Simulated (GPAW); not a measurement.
# KCrF3 (C2/m): the F K absorption edge

What does one-electron theory with a core hole give for the F K edge of KCrF3 (C2/m)?

Program: GPAW 26.7.0. Level of theory: X-ray absorption from dipole matrix elements to empty bands, plane-wave PAW LDA+U. Results are calculated unless marked as measured.

This is a report of a sequence of runs, with most program output left out.

## (1) Starting point

It takes space group C2/m (No. 12, monoclinic). Conventional cell: a = 7.977 Å, b = 8.575 Å, c = 5.826 Å, α = 90.00°, β = 133.11°, γ = 90.00°. Nearest to Cr lie 6 F at 1.98 to 2.30 Å. Cr has 6 F at 1.98 to 2.31 Å nearest. K has 12 F at 2.79 to 3.21 Å nearest. Nearest to F lie 2 Cr at 2.00 to 2.02 Å and 4 K at 2.84 to 3.21 Å. Nearest to F lie 2 Cr at 1.98 to 2.31 Å and 4 K at 2.92 Å. F has 2 Cr at 1.98 to 2.30 Å and 4 K at 2.79 to 3.09 Å nearest. Farther neighbours and most contacts between anions are not listed.

Structure file:

```xyz
10
Lattice="3.9883 -4.2877 0.0000 3.9883 4.2877 0.0000 -3.9819 0.0000 4.2535" Properties=species:S:1:pos:R:3 pbc="T T T"
Cr    1.9973    0.0000    2.1267
Cr   -1.9909    0.0000    2.1267
K     3.9883   -2.1301    0.0000
K     3.9883    2.1301    0.0000
F     3.9831    0.0000    1.8800
F     0.0115    0.0000    2.3734
F     1.9973    1.9766    2.1267
F     1.9973   -1.9766    2.1267
F    -2.2233    0.0000    4.0961
F     6.2179    0.0000    0.1574
```

## (2) The field without a hole

A plain self-consistent run shows whether there is a gap and which moments survive; both decide the set-up of the core-hole run.

Input file scf.py:

```python
import numpy as np
from ase import Atoms
from ase.parallel import parprint, paropen
from gpaw import GPAW, PW, FermiDirac, Mixer, MixerDif, setup_paths
from gpaw.test import gen
setup_paths.insert(0, '.')
gen('F', name='nch1s', xcname='LDA', corehole=(1, 0, 0), write_xml=True)
from gpaw.mpi import world
world.barrier()

atoms = Atoms('Cr2K2F6',
    cell=[[3.98826406, -4.287735, 0],
     [3.98826406, 4.287735, 0],
     [-3.98186786, 0, 4.25345723]],
    scaled_positions=[[0.5, 0.5, 0.5],
     [0, 0, 0.5],
     [0.7484, 0.2516, 0],
     [0.2516, 0.7484, 0],
     [0.72, 0.72, 0.442],
     [0.28, 0.28, 0.558],
     [0.2695, 0.7305, 0.5],
     [0.7305, 0.2695, 0.5],
     [0.202, 0.202, 0.963],
     [0.798, 0.798, 0.037]],
    magmoms=[3.0, 3.0, 0.0, 0.0, 0.0, 0.0, 0.0, 0.0, 0.0, 0.0],
    pbc=True)
atoms.calc = calc = GPAW(legacy_gpaw=True, mode=PW(500, force_complex_dtype=True), xc='LDA', setups={'Cr': ':d,3', 4: 'nch1s'},
    kpts={'size': (3, 3, 3), 'gamma': True}, occupations=FermiDirac(0.05),
    charge=0, mixer=MixerDif(0.05, 8, 50), maxiter=150,
    convergence={'density': 0.0001, 'eigenstates': 1e-6}, txt='scf.txt')
energy = atoms.get_potential_energy() + calc.get_reference_energy()
ef = calc.get_fermi_level()
out = dict(energy=energy, fermi=ef, forces=atoms.get_forces().tolist(), magmoms=atoms.get_magnetic_moments().tolist())
parprint(f'all-electron energy {energy:.4f} eV, Fermi level {ef:.4f} eV')
ev = np.array([[calc.get_eigenvalues(k, s) for k in range(len(calc.get_ibz_k_points()))] for s in range(calc.get_number_of_spins())])
out['homo'], out['lumo'], out['counts'] = ev[ev < ef].max(), ev[ev > ef].min(), sorted(set((ev < ef).sum((0, 2)).tolist()))
out['filled'] = (ev[:, 0] < ef).sum(1).tolist()
import json
with paropen('out.json', 'w') as f:
    json.dump(out, f)
```

On the command line:

```bash
OMP_NUM_THREADS=1 mpirun -n 4 gpaw python scf.py
```

Run time: 29 s. Hardware: 4 MPI ranks of AMD EPYC 9R14 (Zen 4), shared host; peak memory 0.26 GiB.

The mesh shows a gap of 2.17 eV, so the hole is first treated in a charged cell, without the excited electron.

Site moments (μB): 3.56, 3.57, 0.00, 0.00, 0.01, 0.01, 0.02, 0.02, 0.02, 0.02.

## (3) Cell without a hole, the energy reference

The photon energy needs a difference of total energies, so the cell and mesh of the coming hole run are first run without a hole.

This run holds the same structure in another cell (a 5.856 → 5.826 Å, b 5.856 → 5.835 Å, c 5.826 → 5.856 Å, α 117.7 → 62.2°, γ 94.1 → 86.3°).

scf.py, as its differences from that of step 2:

```diff
@@ -11,15 +11,15 @@
 atoms = Atoms('Cr2K2F6',
-    cell=[[3.98826406, -4.287735, 0],
-     [3.98826406, 4.287735, 0],
-     [-3.98186786, 0, 4.25345723]],
-    scaled_positions=[[0.5, 0.5, 0.5],
-     [0, 0, 0.5],
-     [0.7484, 0.2516, 0],
-     [0.2516, 0.7484, 0],
-     [0.72, 0.72, 0.442],
-     [0.28, 0.28, 0.558],
-     [0.2695, 0.7305, 0.5],
-     [0.7305, 0.2695, 0.5],
-     [0.202, 0.202, 0.963],
-     [0.798, 0.798, 0.037]],
+    cell=[[3.98186786, 0, -4.25345723],
+     [-3.99466025, 0, -4.25345723],
+     [-3.98826406, 4.287735, 0]],
+    scaled_positions=[[0, 0.5, 0],
+     [0.5, 0, 0],
+     [0.2516, 0.7484, 0.5032],
+     [0.7484, 0.2516, 0.4968],
+     [0.278, 0.28, 0],
+     [0.722, 0.72, 0],
+     [0.2305, 0.2695, 0.461],
+     [0.7695, 0.7305, 0.539],
+     [0.239, 0.798, 0],
+     [0.761, 0.202, 0]],
     magmoms=[3.0, 3.0, 0.0, 0.0, 0.0, 0.0, 0.0, 0.0, 0.0, 0.0],
@@ -27,3 +27,3 @@
 atoms.calc = calc = GPAW(legacy_gpaw=True, mode=PW(500, force_complex_dtype=True), xc='LDA', setups={'Cr': ':d,3', 4: 'nch1s'},
-    kpts={'size': (3, 3, 3), 'gamma': True}, occupations=FermiDirac(0.05),
+    kpts={'size': (3, 3, 3), 'gamma': True}, occupations=FermiDirac(0.02),
     charge=0, mixer=MixerDif(0.05, 8, 50), maxiter=150,
```

Run time: 30 s. Hardware: 4 MPI ranks; peak memory 0.36 GiB; 2 min of CPU time.

Reference energy: -105989.582 eV with the cores included.

## (4) Spectrum with FCH, F atom 5

The holes are 5.8 Å apart. In GPAW the data set carries the hole's charge, so charge=0 means a charged cell and charge=-1 a neutral one. The excited electron is left out and a uniform background balances the charge. After the field has converged, empty bands are computed with the density fixed and the dipole matrix elements are summed.

The absorber has 1 Cr at 2.00 Å and 1 Cr at 2.02 Å (bent, 166°, site symmetry m).

Input file xas.py:

```python
import numpy as np
from ase import Atoms
from ase.parallel import parprint, paropen
from gpaw import GPAW, PW, FermiDirac, Mixer, MixerDif, setup_paths
from gpaw.test import gen
setup_paths.insert(0, '.')
gen('F', name='fch1s', xcname='LDA', corehole=(1, 0, 1), write_xml=True)
from gpaw.mpi import world
world.barrier()

atoms = Atoms('Cr2K2F6',
    cell=[[3.98186786, 0, -4.25345723],
     [-3.99466025, 0, -4.25345723],
     [-3.98826406, 4.287735, 0]],
    scaled_positions=[[0, 0.5, 0],
     [0.5, 0, 0],
     [0.2516, 0.7484, 0.5032],
     [0.7484, 0.2516, 0.4968],
     [0.278, 0.28, 0],
     [0.722, 0.72, 0],
     [0.2305, 0.2695, 0.461],
     [0.7695, 0.7305, 0.539],
     [0.239, 0.798, 0],
     [0.761, 0.202, 0]],
    magmoms=[3.0, 3.0, 0.0, 0.0, 0.0, 0.0, 0.0, 0.0, 0.0, 0.0],
    pbc=True)
atoms.calc = calc = GPAW(legacy_gpaw=True, mode=PW(500, force_complex_dtype=True), xc='LDA', setups={'Cr': ':d,3', 4: 'fch1s'},
    kpts={'size': (3, 3, 3), 'gamma': True}, occupations=FermiDirac(0.02),
    charge=0, mixer=MixerDif(0.05, 8, 50), maxiter=150,
    convergence={'density': 0.0001, 'eigenstates': 1e-6}, txt='scf.txt')
energy = atoms.get_potential_energy() + calc.get_reference_energy()
ef = calc.get_fermi_level()
out = dict(energy=energy, fermi=ef, forces=atoms.get_forces().tolist(), magmoms=atoms.get_magnetic_moments().tolist())
parprint(f'all-electron energy {energy:.4f} eV, Fermi level {ef:.4f} eV')
ev = np.array([[calc.get_eigenvalues(k, s) for k in range(len(calc.get_ibz_k_points()))] for s in range(calc.get_number_of_spins())])
out['homo'], out['lumo'], out['counts'] = ev[ev < ef].max(), ev[ev > ef].min(), sorted(set((ev < ef).sum((0, 2)).tolist()))
out['filled'] = (ev[:, 0] < ef).sum(1).tolist()

from ase.units import Ha
from gpaw.xas import dipole_matrix_elements
nb = int(calc.get_number_of_electrons() / 2) + 100
top, nb = nb, nb + 8 + nb // 12
nscf = calc.fixed_density(kpts={'size': (4, 4, 4), 'gamma': True}, nbands=nb,
    convergence={'bands': top, 'eigenstates': 5e-3}, maxiter=60, txt='nscf.txt')
cell = atoms.cell.array
ops = [cell.T @ U.T @ np.linalg.inv(cell.T) for U in nscf.wfs.kd.symmetry.op_scc]
filled = [40, 32]  # bands filled in the ground state, by spin
E = np.arange(-6, 34, 0.1)
fwhm = np.interp(E, [4, 25], [0.9, 3.5])
Y, X, zero, highest = 0, 0, 1e9, 1e9
for spin in range(nscf.get_number_of_spins()):
    wfs = nscf.wfs
    mine = wfs.bd.get_slice()  # this rank's bands
    A = dipole_matrix_elements(wfs.setups[4])
    eps = np.zeros((wfs.kd.nibzkpts, nb))
    d = np.zeros((3, A.shape[1], wfs.kd.nibzkpts, nb), complex)
    for kpt in wfs.kpt_u:
        if kpt.s == spin and 4 in kpt.P_ani:
            eps[kpt.k, mine] = kpt.eps_n * Ha
            d[:, :, kpt.k, mine] = (kpt.weight * wfs.nspins / 2) ** 0.5 * np.inner(A, kpt.P_ani[4])
    world.sum(eps)
    world.sum(d)
    T = np.einsum('amkn,bmkn->abkn', d, d.conj()).real
    T = sum(np.einsum('ai,ijkn,bj->abkn', R, T, R) for R in ops) / len(ops)
    empty = np.ones_like(eps, bool) & (np.arange(nb) >= filled[spin])
    zero, highest = min(zero, eps[empty].min()), min(highest, eps[:, top - 1].min())
    lines = [(eps, T, empty)] if spin == 0 else lines + [(eps, T, empty)]
for eps, T, empty in lines:
    f = np.einsum('aakn->akn', T).reshape(3, -1)
    x = eps.ravel() - zero
    w = np.interp(x, E, fwhm) / 2.35482
    g = np.exp(-0.5 * ((E[:, None] - x) / w) ** 2) / (w * (2 * np.pi) ** 0.5)
    Y = Y + (f * empty.ravel()) @ g.T
    X = X + (f * ~empty.ravel()) @ g.T
out.update(E=E.round(2).tolist(), xas=Y.tolist(), xes=X.tolist(), zero=zero, valid=highest - zero, nk=len(eps), nb=nb)
for i in range(0, len(E), 10):
    parprint(f'{E[i]:7.2f}', *(f'{v:10.3e}' for v in Y[:, i]))
import json
with paropen('out.json', 'w') as f:
    json.dump(out, f)
```

On the command line:

```bash
OMP_NUM_THREADS=1 mpirun -n 4 gpaw python xas.py
```

Run time: 1.9 min. Hardware: 4 MPI ranks; peak memory 0.67 GiB; 7.6 min of CPU time.

The F K spectrum, F atom 5, full core hole (charged cell) (energy from the lowest empty level; intensity scaled to a mean of 1 over the first 20 eV; polarised curves are means over the symmetry-equivalent atoms):

```tsv
E (eV)	isotropic	ε ∥ x	ε ∥ y	ε ∥ z
-2.0	0.00	0.00	0.00	0.00
-1.5	0.00	0.00	0.00	0.00
-1.0	0.00	0.00	0.00	0.00
-0.5	0.01	0.02	0.00	0.00
0.0	0.08	0.21	0.01	0.03
0.5	0.33	0.91	0.02	0.06
1.0	0.64	1.76	0.06	0.08
1.5	0.61	1.39	0.21	0.22
2.0	0.74	0.57	0.85	0.82
2.5	1.49	0.78	1.90	1.78
3.0	1.55	1.20	1.77	1.69
3.5	1.35	1.85	1.11	1.10
4.0	1.67	2.62	1.17	1.22
4.5	2.00	2.53	1.65	1.82
5.0	1.98	2.07	1.77	2.09
5.5	1.64	1.63	1.56	1.72
6.0	1.25	1.26	1.29	1.19
6.5	1.12	1.37	1.10	0.89
7.0	1.12	1.55	0.98	0.83
7.5	1.18	1.83	0.89	0.81
8.0	1.33	2.28	0.89	0.82
8.5	1.38	2.42	0.90	0.82
9.0	1.24	2.06	0.87	0.80
9.5	1.05	1.56	0.80	0.78
10.0	0.89	1.24	0.70	0.72
10.5	0.76	1.10	0.56	0.63
11.0	0.65	1.01	0.42	0.52
11.5	0.55	0.89	0.32	0.44
12.0	0.48	0.75	0.28	0.41
12.5	0.46	0.63	0.32	0.42
13.0	0.49	0.55	0.43	0.48
13.5	0.57	0.49	0.63	0.59
14.0	0.69	0.44	0.89	0.72
14.5	0.82	0.41	1.17	0.87
15.0	0.93	0.39	1.40	1.01
15.5	1.02	0.39	1.52	1.15
16.0	1.06	0.40	1.52	1.26
16.5	1.06	0.44	1.41	1.34
17.0	1.03	0.48	1.24	1.37
17.5	0.98	0.52	1.05	1.37
18.0	0.92	0.55	0.90	1.33
18.5	0.87	0.56	0.78	1.27
19.0	0.81	0.56	0.71	1.18
19.5	0.76	0.54	0.68	1.07
20.0	0.72	0.51	0.69	0.97
20.5	0.71	0.50	0.73	0.89
21.0	0.72	0.52	0.80	0.86
21.5	0.77	0.57	0.87	0.86
22.0	0.83	0.66	0.95	0.88
22.5	0.90	0.78	1.03	0.91
23.0	0.98	0.91	1.10	0.94
23.5	1.06	1.05	1.17	0.96
24.0	1.12	1.16	1.23	0.97
24.5	1.16	1.25	1.28	0.97
25.0	1.18	1.29	1.30	0.95
25.5	1.17	1.30	1.29	0.93
26.0	1.14	1.27	1.24	0.90
26.5	1.10	1.23	1.18	0.88
27.0	1.06	1.19	1.11	0.87
27.5	1.03	1.16	1.05	0.88
28.0	1.02	1.15	1.01	0.90
28.5	1.03	1.16	0.98	0.95
29.0	1.05	1.19	0.97	1.00
29.5	1.08	1.23	0.95	1.05
30.0	1.10	1.28	0.94	1.09
30.5	1.13	1.33	0.92	1.13
31.0	1.14	1.37	0.90	1.16
```

Main maxima below 24 eV (height): 1.2 eV (0.67), 2.8 eV (1.64), 4.7 eV (2.03), 8.4 eV (1.39) and 16.3 eV (1.07). A K edge sees empty p states; the first features are F p mixed into the empty d states of the Cr neighbours, and the broad ones above probably into the cations' higher empty bands.

The hole costs E(hole) − E(ground) = 674.72 eV, and the lowest empty level of the hole cell on the spectrum's mesh lies at 5.50 eV, which puts the zero at 680.23 eV. The functional and the charged cell's background leave an error in such absolute values: in the free atom LDA prices this hole 4.7 eV below PBE (computed apart), and PBE is itself good to a few eV.

## (5) Spectrum with FCH, F atom 7

The holes are 5.8 Å apart. The excited electron is left out and a uniform background balances the charge. After the field has converged, empty bands are computed with the density fixed and the dipole matrix elements are summed.

The absorber has 1 Cr at 1.98 Å and 1 Cr at 2.31 Å (linear, site symmetry 2).

xas.py, as its differences from that of step 4:

```diff
@@ -26,3 +26,3 @@
     pbc=True)
-atoms.calc = calc = GPAW(legacy_gpaw=True, mode=PW(500, force_complex_dtype=True), xc='LDA', setups={'Cr': ':d,3', 4: 'fch1s'},
+atoms.calc = calc = GPAW(legacy_gpaw=True, mode=PW(500, force_complex_dtype=True), xc='LDA', setups={'Cr': ':d,3', 6: 'fch1s'},
     kpts={'size': (3, 3, 3), 'gamma': True}, occupations=FermiDirac(0.02),
@@ -53,3 +53,3 @@
     mine = wfs.bd.get_slice()  # this rank's bands
-    A = dipole_matrix_elements(wfs.setups[4])
+    A = dipole_matrix_elements(wfs.setups[6])
     eps = np.zeros((wfs.kd.nibzkpts, nb))
@@ -57,5 +57,5 @@
     for kpt in wfs.kpt_u:
-        if kpt.s == spin and 4 in kpt.P_ani:
+        if kpt.s == spin and 6 in kpt.P_ani:
             eps[kpt.k, mine] = kpt.eps_n * Ha
-            d[:, :, kpt.k, mine] = (kpt.weight * wfs.nspins / 2) ** 0.5 * np.inner(A, kpt.P_ani[4])
+            d[:, :, kpt.k, mine] = (kpt.weight * wfs.nspins / 2) ** 0.5 * np.inner(A, kpt.P_ani[6])
     world.sum(eps)
```

Wall time 1.7 min (4 MPI ranks); peak memory 0.67 GiB.

The F K spectrum, F atom 7, full core hole (charged cell) (energy from the lowest empty level; intensity scaled to a mean of 1 over the first 20 eV; polarised curves are means over the symmetry-equivalent atoms):

```tsv
E (eV)	isotropic	ε ∥ x	ε ∥ y	ε ∥ z
-2.00	0.00	0.00	0.00	0.00
-1.25	0.00	0.00	0.00	0.00
-0.50	0.01	0.00	0.04	0.00
0.25	0.27	0.03	0.76	0.03
1.00	0.42	0.14	0.99	0.13
1.75	0.72	0.84	0.60	0.73
2.50	1.59	1.52	1.23	2.01
3.25	1.70	1.25	2.57	1.30
4.00	2.13	1.75	2.90	1.74
4.75	1.83	1.79	1.92	1.77
5.50	1.51	1.59	1.17	1.76
6.25	1.30	1.25	1.25	1.39
7.00	1.04	0.86	1.48	0.76
7.75	1.11	0.69	2.04	0.61
8.50	1.21	0.76	2.06	0.81
9.25	1.07	0.79	1.57	0.84
10.00	0.84	0.85	1.01	0.66
10.75	0.62	0.76	0.70	0.40
11.50	0.44	0.50	0.57	0.24
12.25	0.38	0.36	0.54	0.24
13.00	0.43	0.43	0.48	0.38
13.75	0.57	0.66	0.38	0.67
14.50	0.75	0.93	0.31	1.02
15.25	0.92	1.17	0.33	1.27
16.00	1.07	1.42	0.43	1.37
16.75	1.16	1.59	0.53	1.35
17.50	1.11	1.53	0.56	1.25
18.25	0.98	1.28	0.53	1.12
19.00	0.83	1.02	0.51	0.97
19.75	0.75	0.83	0.55	0.88
20.50	0.75	0.72	0.65	0.87
21.25	0.81	0.67	0.82	0.94
22.00	0.91	0.69	1.00	1.04
22.75	1.03	0.77	1.16	1.16
23.50	1.14	0.87	1.29	1.26
24.25	1.22	0.97	1.37	1.34
25.00	1.26	1.04	1.40	1.34
25.75	1.24	1.05	1.39	1.27
26.50	1.19	1.03	1.38	1.16
27.25	1.16	1.02	1.40	1.06
28.00	1.15	1.03	1.43	0.98
28.75	1.15	1.08	1.45	0.92
29.50	1.14	1.14	1.42	0.87
30.25	1.12	1.17	1.37	0.82
31.00	1.08	1.16	1.31	0.78
```

Main maxima below 24 eV (height): 4.1 eV (2.15), 8.4 eV (1.21) and 16.9 eV (1.16). 

The hole costs E(hole) − E(ground) = 674.21 eV, and the lowest empty level of the hole cell on the spectrum's mesh lies at 5.78 eV, which puts the zero at 679.99 eV.

## (6) Spectrum with FCH, F atom 9

The absorber has 1 Cr at 1.98 Å and 1 Cr at 2.30 Å (bent, 167°, site symmetry m).

xas.py, as its differences from that of step 5:

```diff
@@ -26,3 +26,3 @@
     pbc=True)
-atoms.calc = calc = GPAW(legacy_gpaw=True, mode=PW(500, force_complex_dtype=True), xc='LDA', setups={'Cr': ':d,3', 6: 'fch1s'},
+atoms.calc = calc = GPAW(legacy_gpaw=True, mode=PW(500, force_complex_dtype=True), xc='LDA', setups={'Cr': ':d,3', 8: 'fch1s'},
     kpts={'size': (3, 3, 3), 'gamma': True}, occupations=FermiDirac(0.02),
@@ -53,3 +53,3 @@
     mine = wfs.bd.get_slice()  # this rank's bands
-    A = dipole_matrix_elements(wfs.setups[6])
+    A = dipole_matrix_elements(wfs.setups[8])
     eps = np.zeros((wfs.kd.nibzkpts, nb))
@@ -57,5 +57,5 @@
     for kpt in wfs.kpt_u:
-        if kpt.s == spin and 6 in kpt.P_ani:
+        if kpt.s == spin and 8 in kpt.P_ani:
             eps[kpt.k, mine] = kpt.eps_n * Ha
-            d[:, :, kpt.k, mine] = (kpt.weight * wfs.nspins / 2) ** 0.5 * np.inner(A, kpt.P_ani[6])
+            d[:, :, kpt.k, mine] = (kpt.weight * wfs.nspins / 2) ** 0.5 * np.inner(A, kpt.P_ani[8])
     world.sum(eps)
```

The job ended after 1.8 min (4 MPI ranks; peak memory 0.67 GiB).

The F K spectrum, F atom 9, full core hole (charged cell) (energy from the lowest empty level; intensity scaled to a mean of 1 over the first 20 eV; polarised curves are means over the symmetry-equivalent atoms):

```tsv
E (eV)	isotropic	ε ∥ x	ε ∥ y	ε ∥ z
-2.0	0.00	0.00	0.00	0.00
-1.0	0.00	0.00	0.00	0.00
0.0	0.22	0.02	0.01	0.62
1.0	0.36	0.16	0.13	0.80
2.0	1.12	1.28	1.43	0.66
3.0	1.60	1.12	1.38	2.31
4.0	2.14	1.71	1.70	3.00
5.0	1.72	1.99	1.73	1.43
6.0	1.39	1.26	1.59	1.31
7.0	1.12	0.93	0.91	1.53
8.0	1.24	0.79	0.77	2.15
9.0	1.14	0.77	0.88	1.77
10.0	0.87	0.94	0.65	1.00
11.0	0.57	0.76	0.33	0.63
12.0	0.41	0.46	0.22	0.55
13.0	0.45	0.49	0.37	0.49
14.0	0.61	0.66	0.79	0.38
15.0	0.83	0.86	1.29	0.35
16.0	1.02	1.12	1.50	0.43
17.0	1.04	1.29	1.31	0.52
18.0	0.94	1.30	0.98	0.54
19.0	0.85	1.23	0.77	0.55
20.0	0.84	1.11	0.82	0.58
21.0	0.92	1.01	1.04	0.72
22.0	1.07	1.01	1.25	0.95
23.0	1.20	1.05	1.36	1.20
24.0	1.29	1.09	1.40	1.38
25.0	1.30	1.06	1.38	1.45
26.0	1.23	0.98	1.26	1.45
27.0	1.15	0.88	1.09	1.46
28.0	1.09	0.84	0.96	1.48
29.0	1.08	0.85	0.88	1.50
30.0	1.06	0.90	0.82	1.45
31.0	1.03	0.96	0.78	1.36
```

Main maxima below 24 eV (height): 0.5 eV (0.41), 4.1 eV (2.15), 8.3 eV (1.25) and 16.6 eV (1.05). 

The hole costs E(hole) − E(ground) = 674.19 eV, and the lowest empty level of the hole cell on the spectrum's mesh lies at 5.80 eV, which puts the zero at 679.99 eV.

## (7) Site by site

```tsv
atom	surroundings	onset shift (eV)	energy of the highest intensity below 16 eV
5	1 Cr at 2.00 Å and 1 Cr at 2.02 Å (bent, 166°, site symmetry m)	+0.00	4.7
7	1 Cr at 1.98 Å and 1 Cr at 2.31 Å (linear, site symmetry 2)	-0.24	4.1
9	1 Cr at 1.98 Å and 1 Cr at 2.30 Å (bent, 167°, site symmetry m)	-0.23	4.1
```

On one energy scale, from the first site's zero:

```tsv
E (eV)	atom 5	atom 7	atom 9
-2.0	0.00	0.00	0.00
-1.0	0.00	0.00	0.01
0.0	0.08	0.27	0.34
1.0	0.64	0.42	0.39
2.0	0.74	1.37	1.36
3.0	1.55	1.70	1.67
4.0	1.67	2.12	2.13
5.0	1.98	1.59	1.62
6.0	1.25	1.30	1.32
7.0	1.12	1.03	1.12
8.0	1.33	1.20	1.25
9.0	1.24	1.07	1.08
10.0	0.89	0.77	0.80
11.0	0.65	0.49	0.51
12.0	0.48	0.38	0.41
13.0	0.49	0.47	0.48
14.0	0.69	0.69	0.66
15.0	0.93	0.92	0.88
16.0	1.06	1.11	1.04
17.0	1.03	1.14	1.02
18.0	0.92	0.98	0.91
19.0	0.81	0.80	0.84
20.0	0.72	0.74	0.85
21.0	0.72	0.81	0.96
22.0	0.83	0.95	1.11
23.0	0.98	1.10	1.23
24.0	1.12	1.22	1.30
25.0	1.18	1.26	1.29
26.0	1.14	1.21	1.21
27.0	1.06	1.16	1.13
28.0	1.02	1.15	1.09
29.0	1.05	1.15	1.07
30.0	1.10	1.12	1.05
```

## (8) What came out

```
absorber and edge                                    : F K, atom 5 of the ground-state input (counted from 1)
surroundings                                         : 1 Cr at 2.00 Å and 1 Cr at 2.02 Å (bent, 166°, site symmetry m)
highest intensity below 16 eV                        : 4.7 eV above the zero, height 2.03
photon energy of the zero (spin-polarised hole, raw) : 680.2 eV (LDA puts this hole about 5 eV below PBE, itself good to a few eV)
```

The F K edge of atom 5, with 1 Cr at 2.00 Å and 1 Cr at 2.02 Å (bent, 166°, site symmetry m), has its highest intensity of the first 16 eV at 4.7 eV above the zero, near 685 eV in photon energy (LDA puts this hole about 5 eV below PBE, itself good to a few eV), 2.0 times the mean level of the first 20 eV (Gaussian full width 0.9 eV up to 4 eV, rising linearly to 3.5 eV at 25 eV). The F K spectra of the 3 sites differ in shape by up to 13 % r.m.s. after the best shift, and their zeros spread over 0.24 eV. At the F K edge of atom 5 polarisation matters most near 1.1 eV, where the curves differ by 1.7 on this scale. The hole lies in one spin channel, while the script sums the empty states of both and takes the lower zero; where the two channels are split, this blurs and shifts the curve. The spins start ferromagnetically in a simple order, which needn't be the measured one; gap and edge can depend on it. The holes are only 5.8 Å apart, so the shape is probably not converged with cell size; no larger cell was run here. The mesh is coarse (0.37 Å⁻¹ between points), so small maxima may be mesh ripples. The structure is a published determination, not relaxed.

[Logs are printed without paths, hosts, clocks, repeated set-up lines and the standing remarks that a program may print on its own settings, such as how far it seeks lower states.]

[Hosts, paths, dates, database ids (printed as entryN), source tags and the programs' standing remarks are cut or masked in the printed files.]

[Lists of maxima count a maximum above −3 eV only where it reaches 4 % of the highest in the window and stands out from its surroundings by 2 % of it (1.5 % where it reaches 55 %); shoulders and weaker maxima are passed over, and of the rest the first, up to two pre-edge ones and the few strongest are named.]
